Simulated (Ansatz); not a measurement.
**Preparing Li5AuO4 (C2/m) as a host crystal**

Before any defect goes in: Li5AuO4 (C2/m) at rest, and how it screens a charge.

Program: Ansatz 0.2.0. Level of theory: plane-wave PAW DFT, PBEsol; relaxation of the host's cell and atoms, in the first sound run; inputs show where later runs differ. Results are calculated unless marked as measured.

## (1) Starting point

It takes space group C2/m (No. 12, monoclinic). Conventional cell: a = 4.688 Å, b = 9.411 Å, c = 4.682 Å, α = 90.00°, β = 102.61°, γ = 90.00°. Li has 4 O at 1.93 to 1.99 Å nearest. Nearest to Li lie 4 O at 1.92 to 1.95 Å. Nearest to Li lie 4 O at 2.03 Å. Au has 4 O at 2.01 Å nearest. O has 5 Li at 1.92 to 2.03 Å and 1 Au at 2.01 Å nearest. Farther neighbours and most contacts between anions are not listed.

## (2) Host cell relaxation

Cell and atoms are relaxed together, until forces and stress fall under their thresholds.

File cell/input.yaml:

```yaml
crystal:
  lattice:
    - [2.3439221, -4.705742, 0.0]
    - [2.3439221, 4.705742, 0.0]
    - [-1.0224473, 0.0, 4.5693481]
  atoms:
    - { symbol: Li, position: [0.20804032, 0.79195968, 0.5] }
    - { symbol: Li, position: [0.71732839, 0.28267161, 0.0] }
    - { symbol: Li, position: [0.28267161, 0.71732839, 0.0] }
    - { symbol: Li, position: [0.79195968, 0.20804032, 0.5] }
    - { symbol: Li, position: [0.0, 0.0, 0.0] }
    - { symbol: Au, position: [0.5, 0.5, 0.5] }
    - { symbol: O, position: [0.40239573, 0.10648423, 0.24934489] }
    - { symbol: O, position: [0.89351577, 0.59760427, 0.75065511] }
    - { symbol: O, position: [0.10648423, 0.40239573, 0.24934489] }
    - { symbol: O, position: [0.59760427, 0.89351577, 0.75065511] }
basis:
  ecutwfc: 420
  xc_grid: 2
hamiltonian:
  xc: pbesol
kpoints:
  mp_grid: { grid: [7, 7, 6] }
scf:
  occupations: { method: fixed }
  max_iter: 100
relax:
  f_tol: 0.005
  max_steps: 60
  cell: {}
output:
  forces: true
  stress: true
checkpoint:
  write: "../cell.run"
  compress: false
  write_wavefunctions: false
  write_every: 100000
```

Launch:

```sh
> ansatz run input.yaml --threads 8 --pin off --max-ram 22609MiB --backend cpu --events-out ev --progress --plain --runs-dir out
```

Numbers of over 12 decimals in the logs are rounded to 6 here.

The log of the run:

```text
[... repeated set-up lines and file paths are left out, and long positions are rounded to six places ...]
Engine: ansatz 0.2.0, aarch64-unknown-linux-gnu
Pseudopotentials: kind: paw
Pseudopotential: Li, paw, valence charge 3, recommended cutoff 420 eV (normal), Li.paw.azcp
Pseudopotential: Au, paw, valence charge 19, recommended cutoff 420 eV (normal), Au.paw.azcp
Pseudopotential: O, paw, valence charge 6, recommended cutoff 420 eV (normal), O.paw.azcp
Functional definition: PBEsol
  exchange = pbesol_x
  correlation = pbesol_c
Crystal: 10 atoms, lattice volume = 100.799 Å³
Basis set: ecut = 420 eV, 1943 PW (Γ), exchange–correlation on 72×72×64 points (8 copies of the dense FFT grid, shifted against one another)
Bands: 39, of which v1, the nominal top of the filled ones, is band 29 counted from 1 (28 counted from 0)
Symmetry: 4 space group operations
Space group: C2/m (ITA 12), of the structure as read, at distance tolerance 4.7e-5 Å
k-points: 88 of 294
Non-local potential: Li, projectors of the file, l = 0: 3, l = 1: 2, l = 2: 1
Non-local potential: Au, projectors of the file, l = 0: 3, l = 1: 2, l = 2: 2, l = 3: 1
Non-local potential: O, projectors of the file, l = 0: 2, l = 1: 2, l = 2: 1
PAW form: soft (Blöchl's): semilocal exchange-correlation on the pseudo side does not see the compensation charge
PAW frozen core: Au, regenerated for the run's functional, and the local potential with it (the file was generated under x = pbe(κ = 0.804, μ = 0.219515), c = pbe(β = 0.066725))
PAW frozen core: O, regenerated for the run's functional, and the local potential with it (the file was generated under x = pbe(κ = 0.804, μ = 0.219515), c = pbe(β = 0.066725))
PAW one-centre angular grid: Li, 110 points (default); XC on 64 Gauss nodes
PAW one-centre angular grid: Au, 590 points (default); XC on 64 Gauss nodes
PAW one-centre angular grid: O, 110 points (default); XC on 64 Gauss nodes
Initial density: superposition of atomic densities (neutral atoms: chi_scale 0, normalization atom), corrected by the library's trained network
Initial wavefunctions: pseudopotential atomic-orbital guess
Functional: x = pbesol(κ = 0.804, μ = 0.123457), c = pbesol(β = 0.046)
SCF iter   1: F=—  HF=-16270.993814 eV  |F-HF|=—  |Δ(HF+E_count)|=         —  Δρ=1.43e-2  dr2=1.79e-1  ethr=1.77e-3  ⟨swp⟩=4.6  Hψ=11504  notcnv=0  defer=676
preconditioner: auto → Resta (q_TF=auto, 2.488 Å⁻¹)  ε∞=4.0  [insulator: Δε(μ)=1.971 eV  Ē_g=13.591 eV  n_scr=24 (ndim 8)  ℏωp=23.4 eV  f_vac=0.078  ε∞_Penn≈4.0]
SCF iter   2: F=—  HF=-16270.951287 eV  |F-HF|=—  |Δ(HF+E_count)|=   4.25e-2  Δρ=3.94e-3  dr2=1.11e-2  ethr=3.08e-4  ⟨swp⟩=2.0  Hψ=5230  notcnv=0  defer=704
SCF iter   3: F=—  HF=-16270.948788 eV  |F-HF|=—  |Δ(HF+E_count)|=   2.50e-3  Δρ=1.18e-3  dr2=1.11e-3  ethr=1.91e-5  ⟨swp⟩=2.1  Hψ=4562  notcnv=0  defer=528
automatic band count: iteration 3 solves 37 bands in place of 39: the levels show a gap, and the empty bands left out lie too high to hold charge; the band table lists the bands solved (type scf.n_extra_bands for more)
SCF iter   4: F=—  HF=-16270.948573 eV  |F-HF|=—  |Δ(HF+E_count)|=   2.16e-4  Δρ=4.02e-4  dr2=1.62e-4  ethr=1.92e-6  ⟨swp⟩=2.0  Hψ=5458  notcnv=0  defer=528
SCF iter   5: F=—  HF=-16270.948570 eV  |F-HF|=—  |Δ(HF+E_count)|=   2.68e-6  Δρ=9.55e-5  dr2=1.33e-5  ethr=2.80e-7  ⟨swp⟩=3.0  Hψ=6017  notcnv=0  defer=208
SCF iter   6: F=—  HF=-16270.948493 eV  |F-HF|=—  |Δ(HF+E_count)|=   7.75e-5  Δρ=1.95e-5  dr2=5.57e-7  ethr=2.29e-8  ⟨swp⟩=2.9  Hψ=5123  notcnv=0  defer=176
SCF iter   7: F=-16270.948493 eV  HF=-16270.948493 eV  |F-HF|=1.82e-8  |Δ(HF+E_count)|=   4.73e-7  Δρ=4.10e-6  dr2=2.41e-8  ethr=1.72e-10  ⟨swp⟩=4.1  Hψ=10036  notcnv=0
SCF 1 converged in 7 iterations: F = -16270.948493 eV  dr2 = 2.41e-8
  greatest PAW one-centre occupation: 1.001 electrons in one spin orbital (limit 2), on the Au atom at site 5 (counted from 0), in its partial waves of l = 0
relax step   1: F+E_penalty+E_count = -16270.94849319 eV  Δ(F+E_penalty+E_count) = +0.000e0 eV  max|allowed force component| = 1.620e-1 eV/Å  Δτ_max = 0.0000 Å  P = -0.175 GPa  Ω = 100.799 Å³  (7 SCF iters, dr2 threshold 1.00e-7 eV, accepted)
[... the SCF cycles and remarks between the steps are left out from here to the last step ...]
relax step   2: F+E_penalty+E_count = -16270.95260009 eV  Δ(F+E_penalty+E_count) = -4.107e-3 eV  max|allowed force component| = 4.865e-2 eV/Å  Δτ_max = 0.0061 Å  P = +0.173 GPa  Ω = 100.798 Å³  energy of the carried Pulay correction = +1.435e-6 eV  (5 SCF iters, dr2 threshold 1.00e-6 eV, accepted)
relax step   3: F+E_penalty+E_count = -16270.95249502 eV  Δ(F+E_penalty+E_count) = +1.051e-4 eV  max|allowed force component| = 4.402e-3 eV/Å  Δτ_max = 0.0030 Å  P = +0.089 GPa  Ω = 101.075 Å³  energy of the carried Pulay correction = -9.252e-4 eV  (4 SCF iters, dr2 threshold 7.36e-7 eV, accepted)
relax step   4: F+E_penalty+E_count = -16270.95220526 eV  Δ(F+E_penalty+E_count) = +2.898e-4 eV  max|allowed force component| = 2.579e-3 eV/Å  Δτ_max = 0.0007 Å  P = +0.006 GPa  Ω = 101.179 Å³  energy of the carried Pulay correction = -1.274e-3 eV  (5 SCF iters, dr2 threshold 5.74e-8 eV, accepted)
relax step   5: F+E_penalty+E_count = -16270.95359699 eV  Δ(F+E_penalty+E_count) = -1.392e-3 eV  max|allowed force component| = 2.558e-3 eV/Å  Δτ_max = 0.0000 Å  P = +0.029 GPa  Ω = 101.179 Å³  stress off target by 1.04e-1 GPa  SCF on the basis re-selected at this cell (its energy is not comparable with the rows above)  (6 SCF iters)
relax step   6: F+E_penalty+E_count = -16270.95346202 eV  Δ(F+E_penalty+E_count) = +1.350e-4 eV  max|allowed force component| = 1.384e-3 eV/Å  Δτ_max = 0.0014 Å  P = +0.010 GPa  Ω = 101.222 Å³  energy of the carried Pulay correction = -1.718e-4 eV  (5 SCF iters, dr2 threshold 2.68e-8 eV, accepted)
iter 1 solved again at ethr=1.18e-7 eV; its pass at ethr=3.10e-3 eV (dr2=6.83e-5 eV) is discarded
SCF iter   1: F=—  HF=-16270.953750 eV  |F-HF|=—  |Δ(HF+E_count)|=         —  Δρ=1.69e-5  dr2=1.66e-8  ethr=1.18e-7  ⟨swp⟩=3.0  Hψ=19070  notcnv=0  defer=704
eigensolver tolerance schedule: the retry pair's looser diagonalisation over-reported the residual by 4104.31 of it (diagonalisation noise at 0.18 of the residual, at the tolerance the schedule requests for it); [...]
SCF iter   2: F=—  HF=-16270.953671 eV  |F-HF|=—  |Δ(HF+E_count)|=   7.87e-5  Δρ=8.67e-6  dr2=6.11e-9  ethr=2.87e-11  ⟨swp⟩=2.8  Hψ=6005  notcnv=0  defer=619
SCF iter   3: F=—  HF=-16270.953672 eV  |F-HF|=—  |Δ(HF+E_count)|=   6.54e-7  Δρ=1.91e-6  dr2=2.79e-9  ethr=1.05e-11  ⟨swp⟩=2.1  Hψ=5102  notcnv=0  defer=619
SCF iter   4: F=—  HF=-16270.953672 eV  |F-HF|=—  |Δ(HF+E_count)|=   3.53e-9  Δρ=4.80e-7  dr2=1.20e-10  ethr=4.81e-12  ⟨swp⟩=2.0  Hψ=4385  notcnv=0  defer=619
SCF iter   5: F=-16270.953672 eV  HF=-16270.953672 eV  |F-HF|=1.44e-10  |Δ(HF+E_count)|=  9.48e-10  Δρ=1.73e-7  dr2=2.66e-11  ethr=1.00e-12  ⟨swp⟩=3.2  Hψ=8810  notcnv=0
SCF 7 converged in 5 iterations: F = -16270.953672 eV  dr2 = 2.66e-11
relax step   7: F+E_penalty+E_count = -16270.95367154 eV  Δ(F+E_penalty+E_count) = -2.095e-4 eV  max|allowed force component| = 1.377e-3 eV/Å  Δτ_max = 0.0000 Å  P = +0.011 GPa  Ω = 101.222 Å³  stress off target by 2.46e-2 GPa  SCF on the basis re-selected at this cell (its energy is not comparable with the rows above)  (5 SCF iters)
basis re-selected at this cell: Δ(F+E_penalty+E_count) = -2.095e-4 eV, ΔP = +0.002 GPa vs the last step (what re-selecting the basis moved, of the pressure what is left beyond the Pulay correction that the steps carried, after the strain that the cell walked [...]
SCF converged after 5 iterations
Free energy (F): -16270.953672 eV
Harris-Foulkes:  -16270.953672 eV  (|F-HF|=1.44e-10)
Internal energy: -16270.953672 eV  (E = F + TS)
E sigma→0 (E₀):  -16270.953672 eV
Fermi energy:    5.510183 eV
--- Per-component energies (eV) ---
  E_band       = -882.297132
  E_kinetic    = 1416.777804
  E_local      = -5120.089314  (includes V_loc(G=0)·N_el)
  E_nonlocal   = 104.590769
  E_hartree    = 1999.669674
  E_xc         = -574.389916
  E_vxc        = -721.858125  (∫ρ·V_xc dr)
  E_paw        = -10270.774573  (= ΣΔE_a)
  E_vpaw       = -561.069153  (= ΣTr[D̂ρ^β])
  E_aug_tail   = 0.011517  (compensation charges beyond the density's cutoff)
  E_ewald      = -3827.200265
  E_core_change = 0.450631  (= ΣΔE_core)
  E_smearing   = -0.000000  (= −TS)
  E_closure    = -0.000000  (closes the sum)
  Σ components = -16270.953672   (vs F -16270.953672, Δ=0.00e0)
--- Forces (eV/Å), atoms counted from 1 ---
  atom   1  Li     0.00000000    -0.00053321    -0.00000000
  atom   2  Li    -0.00000000    -0.00026904     0.00000000
  atom   3  Li     0.00000000     0.00026904    -0.00000000
  atom   4  Li    -0.00000000     0.00053321     0.00000000
  atom   5  Li     0.00000000     0.00000000     0.00000000
  atom   6  Au     0.00000000     0.00000000    -0.00000000
  atom   7  O     -0.00007693     0.00137736    -0.00025186
  atom   8  O      0.00007693     0.00137736     0.00025186
  atom   9  O     -0.00007693    -0.00137736    -0.00025186
  atom  10  O      0.00007693    -0.00137736     0.00025186
  max |Σ_I F_I| component: 0.00e0 eV/Å
--- Stress (GPa, compression-positive) ---
        0.013887       0.000000       0.007325
        0.000000       0.000100      -0.000000
        0.007331      -0.000000       0.019564
  P = ⅓ Tr σ = 0.0112 GPa (0.112 kbar)
--- Relaxed structure (5 steps of the walk, 5 accepted, 2 SCFs on fresh bases) ---
  F+E_penalty+E_count = -16270.95367154 eV   max|allowed force component| = 1.377e-3 eV/Å   (the final SCF, on the basis selected at the relaxed cell)
  cell:  # Å, volume = 101.2222 Å³
    - [2.350671, -4.702027, -0.00637163]
    - [2.350671, 4.702027, -0.00637163]
    - [-1.037813, 0, 4.581794]
  atoms:
    - { symbol: Li, position: [0.207565, 0.792435, 0.500000] }
    - { symbol: Li, position: [0.717454, 0.282546, 2.168404344971009e-19] }
    - { symbol: Li, position: [0.282546, 0.717454, 2.168404344971009e-19] }
    - { symbol: Li, position: [0.792435, 0.207565, 0.500000] }
    - { symbol: Li, position: [0, 0, 0] }
    - { symbol: Au, position: [0.500000, 0.500000, 0.500000] }
    - { symbol: O, position: [0.403195, 0.108399, 0.250181] }
    - { symbol: O, position: [0.891601, 0.596805, 0.749819] }
    - { symbol: O, position: [0.108399, 0.403195, 0.250181] }
    - { symbol: O, position: [0.596805, 0.891601, 0.749819] }
```

Wall time 15 s (8 threads of Arm Neoverse V2, shared host); peak memory 0.7 GiB; 1.8 min of CPU time.

Step by step:

| step | energy less that of the first step (eV) | largest force component (eV/Å) | pressure (GPa) | volume (Å³) |
| --- | --- | --- | --- | --- |
| 1 | 0.0000 | 0.1620 | -0.18 | 100.80 |
| 2 | -0.0041 | 0.0486 | 0.17 | 100.80 |
| 3 | -0.0040 | 0.0044 | 0.09 | 101.07 |
| 4 | -0.0037 | 0.0026 | 0.01 | 101.18 |
| 5 | -0.0051 | 0.0026 | 0.03 | 101.18 |
| 6 | -0.0050 | 0.0014 | 0.01 | 101.22 |
| 7* | -0.0052 | 0.0014 | 0.01 | 101.22 |

Relaxation steps marked * repeat the geometry before them on a plane-wave basis chosen anew for their cell, so energy and pressure can jump there. The log counts 2 steps on a newly chosen plane-wave basis, not all of them marked here; energy and pressure can jump at such steps.

Forces are held to the 4 operations that the run works with; a distortion that breaks them can't arise in this run.

| cell as run | before | after | change |
| --- | --- | --- | --- |
| a (Å) | 5.257 | 5.257 | -0.0 % |
| b (Å) | 5.257 | 5.257 | -0.0 % |
| c (Å) | 4.682 | 4.698 | +0.3 % |
| α (°) | 95.59 | 95.74 | +0.2 % |
| β (°) | 95.59 | 95.74 | +0.2 % |
| γ (°) | 127.04 | 126.88 | -0.1 % |
| volume (Å³/atom) | 10.08 | 10.12 | +0.4 % |

Numbers from this step:

| Property | Result |
| --- | --- |
| pressure | 0.01118 GPa |

The relaxation ends with a largest force component of 0.0014 eV/Å and a pressure of 0.01 GPa.

## (3) Dielectric tensors of the host

The response to a uniform electric field gives the electronic dielectric tensor.

This step: plane-wave PAW DFPT, PBEsol; dielectric tensors, Born charges and zone-centre modes of the host (Ansatz 0.2.0).

File eps/input.yaml:

```yaml
crystal:
  lattice:
    - [2.3506713111, -4.7020265854, -0.0063716293]
    - [2.3506713111, 4.7020265854, -0.0063716293]
    - [-1.0378125311, 0.0, 4.5817935441]
  atoms:
    - { symbol: Li, position: [0.2075647015, 0.7924352985, 0.5] }
    - { symbol: Li, position: [0.7174535789, 0.2825464211, 0.0] }
    - { symbol: Li, position: [0.2825464211, 0.7174535789, 0.0] }
    - { symbol: Li, position: [0.7924352985, 0.2075647015, 0.5] }
    - { symbol: Li, position: [0.0, 0.0, 0.0] }
    - { symbol: Au, position: [0.5, 0.5, 0.5] }
    - { symbol: O, position: [0.4031954114, 0.1083990683, 0.25018147] }
    - { symbol: O, position: [0.8916009317, 0.5968045886, 0.74981853] }
    - { symbol: O, position: [0.1083990683, 0.4031954114, 0.25018147] }
    - { symbol: O, position: [0.5968045886, 0.8916009317, 0.74981853] }
basis:
  ecutwfc: 420
hamiltonian:
  xc: pbesol
kpoints:
  mp_grid: { grid: [6, 6, 5] }
scf:
  occupations: { method: fixed }
  max_iter: 100
phonons:
  method: dfpt
  dielectric: true
  rigid_motions: translations
```

The log of the run:

```text
[...]
Crystal: 10 atoms, lattice volume = 101.222 Å³
Basis set: ecut = 420 eV, 1967 PW (Γ), exchange–correlation on 72×72×64 points (8 copies of the dense FFT grid, shifted against one another)
Bands: 39, of which v1, the nominal top of the filled ones, is band 29 counted from 1 (28 counted from 0)
Symmetry: 4 space group operations
k-points: 92 of 180 (irreducible under 1 space group operation, time reversal used)
[...]
SCF iter   1: F=—  HF=-16270.998477 eV  |F-HF|=—  |Δ(HF+E_count)|=         —  Δρ=1.43e-2  dr2=1.77e-1  ethr=1.77e-3  ⟨swp⟩=4.7  Hψ=12014  notcnv=0  defer=710
[...]
SCF iter   9: F=-16270.953649 eV  HF=-16270.953649 eV  |F-HF|=2.91e-11  |Δ(HF+E_count)|=   1.07e-9  Δρ=2.06e-7  dr2=4.69e-11  ethr=1.00e-12  ⟨swp⟩=14.3  Hψ=23353  notcnv=0
SCF 1 converged in 9 iterations: F = -16270.953649 eV  dr2 = 4.69e-11
[...]
NSCF: frozen V_eff on 7 k-points
DFPT response loops at Γ: preconditioner auto → Resta (q_TF=auto, 2.486 Å⁻¹)  ε∞=5.3 (no band partly filled); β = 1.00, the filter's whole step (`scf.mixing.beta` (0.50) is not read by the response loops at its default; [...]
── the response to a field inside a basis, on 6×6×6 k-points: an SCF that follows is theirs, and a resumed run solves both again ──
Bands: 30, of which v1, the nominal top of the filled ones, is band 29 counted from 1 (28 counted from 0)
k-points: 63 of 216
[...]
Eigensolver: Dense (63 Hₖ)
SCF iter   1: F=—  HF=-16270.921217 eV  |F-HF|=—  |Δ(HF+E_count)|=         —  Δρ=4.15e-4  dr2=3.78e-5  ethr=1.00e-1
[...]
SCF iter   4: F=-16270.921215 eV  HF=-16270.921215 eV  |F-HF|=1.02e-8  |Δ(HF+E_count)|=   2.19e-7  Δρ=9.01e-6  dr2=5.20e-8  ethr=3.66e-9
SCF 1 converged in 4 iterations: F = -16270.921215 eV  dr2 = 5.20e-8
[...]
SCF converged after 9 iterations
Free energy (F): -16270.953649 eV
[...]
Internal energy: -16270.953649 eV  (E = F + TS)
E sigma→0 (E₀):  -16270.953649 eV
Fermi energy:    5.480660 eV
[...]
--- Band table (eV; the first three rows and the last of 92) ---
[...]
[... further k-points left out ...]
--- Phonons (Γ-DFPT): 15 representative perturbations + reference, on 92 of 180 k-points (Σ response iterations 59) ---
  k mesh reduced under 1 symmetry operation, with k and −k counted as one. Each operation leaves every solved perturbation unchanged. A smaller set is not considered because the run solves the response to a homogeneous field
  ASR residual: 1.204e-4 → 0.000e0 eV/Å²; symmetrization residual: 1.934e-6 eV/Å²
  ASR residual per site (eV/Å²): 2.15e-5 4.73e-5 4.73e-5 2.15e-5 2.80e-5 1.20e-4 1.56e-5 1.56e-5 1.56e-5 1.56e-5
  Γ frequencies (cm⁻¹): 0.00 0.00 0.00 175.07 269.27 272.65 284.45 300.10 304.10 304.58 306.09 360.96 361.39 363.47 369.74 393.28 407.47 413.20 416.96 422.62 431.22 484.39 504.60 546.73 574.33 579.31 597.21 611.13 621.90 633.02
  ε∞ (high-frequency dielectric tensor):
        3.536146     0.000000     0.638850
        0.000000     4.175590     0.000000
        0.638850     0.000000     3.812869
  ε⁰ (static dielectric tensor: ions relaxed, cell fixed):
        7.290272    -0.000000     2.291247
       -0.000000     8.744410    -0.000000
        2.291247    -0.000000     8.208048
  ε⁰ − ε∞ (ionic part):
        3.754126    -0.000000     1.652397
       -0.000000     4.568820    -0.000000
        1.652397    -0.000000     4.395179
  softest optical mode at Γ: 175.07 cm⁻¹; the repairs (sum rule, projections) moved no ω² at Γ by more than (2.04 cm⁻¹)²
  Born effective charges Z* (e; rows j = field, columns β = displacement):
    site 0:
         1.08445    0.00000   -0.21082
         0.00000    1.16684    0.00000
        -0.00762   -0.00000    0.63492
    site 1:
         0.96765    0.00000    0.24246
         0.00000    1.26416    0.00000
         0.05713   -0.00000    1.38065
    site 2:
         0.96765    0.00000    0.24246
         0.00000    1.26416    0.00000
         0.05713   -0.00000    1.38065
    site 3:
         1.08445    0.00000   -0.21082
         0.00000    1.16684    0.00000
        -0.00762   -0.00000    0.63492
    site 4:
         1.08253    0.00000    0.32028
         0.00000    0.74156    0.00000
         0.28545   -0.00000    1.23444
    site 5:
         0.67258    0.00000    1.30222
         0.00000    2.28694    0.00000
         1.38521   -0.00000    1.31013
    site 6:
        -1.46483   -0.50388   -0.42144
        -0.42108   -1.97262   -0.63089
        -0.44242   -0.63004   -1.64392
    site 7:
        -1.46483    0.50388   -0.42144
         0.42108   -1.97262    0.63089
        -0.44242    0.63004   -1.64392
    site 8:
        -1.46483    0.50388   -0.42144
         0.42108   -1.97262    0.63089
        -0.44242    0.63004   -1.64392
    site 9:
        -1.46483   -0.50388   -0.42144
        -0.42108   -1.97262   -0.63089
        -0.44242   -0.63004   -1.64392
  Z* charge neutrality: 2.940e-3 e pre-enforcement
  solved inside a basis spanned on kpoints, on 6×6×6 k-points, its susceptibility summed on 8×8×8: ε∞ is read to err by 1.3e-2, Z* by 2.1e-2 e (field_mesh: kpoints solves on kpoints); Z* is corrected for what the basis lacks
  optical modes at Γ without the LO–TO term, one row a degenerate level:
      ω (cm⁻¹)  modes    IR ((D/Å)²/amu)
        175.07      1             0.5780
[...]
optical modes at Γ + LO–TO along q̂ = [1.0000, 0.0000, 0.0000]:
      ω (cm⁻¹)  modes    IR ((D/Å)²/amu)
[...]
optical modes at Γ + LO–TO along q̂ = [0.0000, 1.0000, 0.0000]:
      ω (cm⁻¹)  modes    IR ((D/Å)²/amu)
[...]
optical modes at Γ + LO–TO along q̂ = [0.0000, 0.0000, 1.0000]:
      ω (cm⁻¹)  modes    IR ((D/Å)²/amu)
[...]
422.62      1             0.0000
        431.22      1             7.6171
        452.47      1             9.8919
        484.39      1            18.2376
        511.65      1            19.4888
        574.33      1             0.0000
        579.31      1            16.8055
        597.21      1             0.0000
        608.96      1             0.4541
        621.90      1             0.0000
        633.02      1             0.0000
        690.26      1            41.0914
```

It took 2.2 min on 8 threads; peak memory 1.8 GiB.

Reading the cycles: dr2 is the Hartree energy of the density residual (eV), the measure of convergence; HF is the Harris–Foulkes estimate of the energy, which meets the free energy F at convergence.

Electronic dielectric tensor:

```
3.54 0.00 0.64
0.00 4.18 0.00
0.64 0.00 3.81
```

Static dielectric tensor:

```
7.29 0.00 2.29
0.00 8.74 0.00
2.29 0.00 8.21
```

The principal values of the electronic dielectric tensor are 3.02, 4.18 and 4.33. The principal values of the static dielectric tensor are 5.41, 8.74 and 10.09.

[end of part 1 of 3]

[Logs are printed without paths, hosts, clocks, repeated set-up lines and the standing remarks that a program may print on its own settings, such as how far it seeks lower states.]

[Hosts, paths, dates, database ids (printed as entryN), source tags and the programs' standing remarks are cut or masked in the printed files.]

[Runs of the host that timed out are not shown.]

[For some hosts the program warned that the k-mesh of the response run may be too coarse for force constants and the static dielectric constant; such warnings are not always shown.]
